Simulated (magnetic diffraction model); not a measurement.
# ErTlRu below its ordering temperature

Space group P-62m (no. 189), a = 7.3680 Å, c = 4.3670 Å.

| site | atom | x | y | z |
| --- | --- | --- | --- | --- |
| 3g | Tl | 0.2403 | 0 | 1/2 |
| 3f | Er | 0.5718 | 0 | 0 |
| 2d | Ru | 1/3 | 2/3 | 1/2 |
| 1a | Ru | 0 | 0 | 0 |

The compound is invented for this exercise: a known structure type with other elements, its cell scaled to their sizes and not relaxed.

Only Er is taken to order (form factors of Er3+); orders and moment sizes are assumed, and not adapted to the symmetry. Radiation: neutrons of λ = 2.0775 Å, 1.5° to 75°; isotropic B of 0.36 Å² (Tl), 0.47 Å² (Er) and 0.42 Å² (Ru). Simulated constant-wavelength pattern: nuclear and magnetic terms add, the magnetic one as |2.695 fm × Σ f S⊥ exp(2πi Q·r) exp(−B s²)|², summed over all Q at one angle with the factor 1/(sin²θ cos θ). For a modulated order the moment at position r is S exp(−2πi k·r) + c.c., with S = m/2 for a sine wave of amplitude m and S = m(u + iv)/2 for moments turning in a plane, u and v being orthogonal unit vectors in it; the phase factor of the sum at Q = H + k is then exp(2πi H·r). Free-ion form factors, Sears's scattering lengths of 1992, no absorption; a label names one of the reflections at its angle. The strongest nuclear line in the range is 100, and lines under 0.2 are left out.

Above the ordering temperature:

| 2θ (°) | index | I |
| --- | --- | --- |
| 18.74 | (1 0 0) | 2.4 |
| 27.52 | (0 0 1) | 2.9 |
| 32.76 | (1 1 0) | 1.9 |
| 33.51 | (1 0 1) | 0.5 |
| 38.00 | (2 0 0) | 3.6 |
| 43.30 | (1 1 1) | 68.7 |
| 47.56 | (2 0 1) | 100.0 |
| 51.02 | (2 1 0) | 55.8 |
| 56.81 | (0 0 2) | 38.3 |
| 58.47 | (3 0 0) | 21.2 |
| 58.95 | (2 1 1) | 40.4 |
| 60.37 | (1 0 2) | 0.6 |
| 65.81 | (3 0 1) | 2.5 |
| 67.15 | (1 1 2) | 1.1 |
| 68.66 | (2 2 0) | 8.2 |
| 70.41 | (2 0 2) | 2.5 |
| 71.88 | (3 1 0) | 8.7 |

Below it (cell unchanged):

| 2θ (°) | I |
| --- | --- |
| 17.44 | 99.6 |
| 18.74 | 2.4 |
| 25.70 | 23.4 |
| 27.52 | 2.9 |
| 32.00 | 71.0 |
| 32.76 | 1.9 |
| 33.51 | 0.5 |
| 38.00 | 3.6 |
| 42.09 | 47.9 |
| 43.30 | 68.7 |
| 43.30 | 13.6 |
| 46.45 | 9.6 |
| 47.56 | 100.0 |
| 47.57 | 5.1 |
| 50.50 | 19.9 |
| 51.02 | 55.8 |
| 51.56 | 20.1 |
| 56.81 | 38.3 |
| 57.99 | 3.5 |
| 58.47 | 21.2 |
| 58.95 | 40.4 |
| 58.95 | 18.7 |
| 60.37 | 0.6 |
| 61.51 | 14.4 |
| 62.44 | 4.6 |
| 64.91 | 17.4 |
| 65.81 | 2.5 |
| 65.81 | 9.2 |
| 67.15 | 1.1 |
| 68.66 | 8.2 |
| 70.41 | 2.5 |
| 71.46 | 10.6 |
| 71.88 | 8.7 |
| 72.32 | 2.0 |
| 74.03 | 3.9 |

**Question.** Find the propagation vector, then choose among these models:
A. a sine wave with moments along [010] (amplitudes given), 6 μB on Er; signs + at (0.5718, 0, 0), + at (0.4282, 0.4282, 0), − at (0, 0.5718, 0)
B. moments turning in the plane of [100] and [001], 6 μB on Er; signs + at (0.5718, 0, 0), + at (0.4282, 0.4282, 0), − at (0, 0.5718, 0)
C. a sine wave with moments along [100] (amplitudes given), 6 μB on Er; signs + at (0.5718, 0, 0), + at (0.4282, 0.4282, 0), − at (0, 0.5718, 0)
D. moments turning in the plane of [010] and [001], 6 μB on Er; signs + at (0.5718, 0, 0), + at (0.4282, 0.4282, 0), − at (0, 0.5718, 0)

The new lines index as (1/3 1/3 1/2) at 17.44°, (2/3 2/3 1/2) at 25.70°, (4/3 1/3 1/2) at 32.00° and (5/3 2/3 1/2) at 42.09°, that is as H ± k with k = (1/3 1/3 1/2). Satellites come in pairs about each point of the reciprocal lattice.

Magnetic intensity, observed (below minus above) and for each model:

| 2θ (°) | index | observed | A | B | C | D |
| --- | --- | --- | --- | --- | --- | --- |
| 17.44 | (1/3 1/3 1/2) | 99.6 | 79.3 | 99.6 | 64.0 | 114.9 |
| 25.70 | (2/3 2/3 1/2) | 23.4 | 10.8 | 23.4 | 10.8 | 23.4 |
| 32.00 | (4/3 1/3 1/2) | 71.0 | 28.6 | 71.0 | 31.1 | 68.5 |
| 42.09 | (5/3 2/3 1/2) | 47.9 | 16.5 | 47.9 | 19.8 | 44.5 |
| 46.45 | (4/3 4/3 1/2) | 9.6 | 6.3 | 9.6 | 1.8 | 14.1 |
| 50.50 | (7/3 1/3 1/2) | 19.9 | 5.3 | 19.9 | 8.5 | 16.6 |
| 61.51 | (8/3 2/3 1/2) | 14.4 | 6.9 | 14.4 | 3.7 | 17.7 |
| 64.91 | (7/3 4/3 1/2) | 17.4 | 5.6 | 17.4 | 6.6 | 16.4 |

Model B matches.

The structure used: k = (1/3 1/3 1/2), moments turning in the plane of [100] and [001], 6 μB on Er; signs + at (0.5718, 0, 0), + at (0.4282, 0.4282, 0), − at (0, 0.5718, 0).
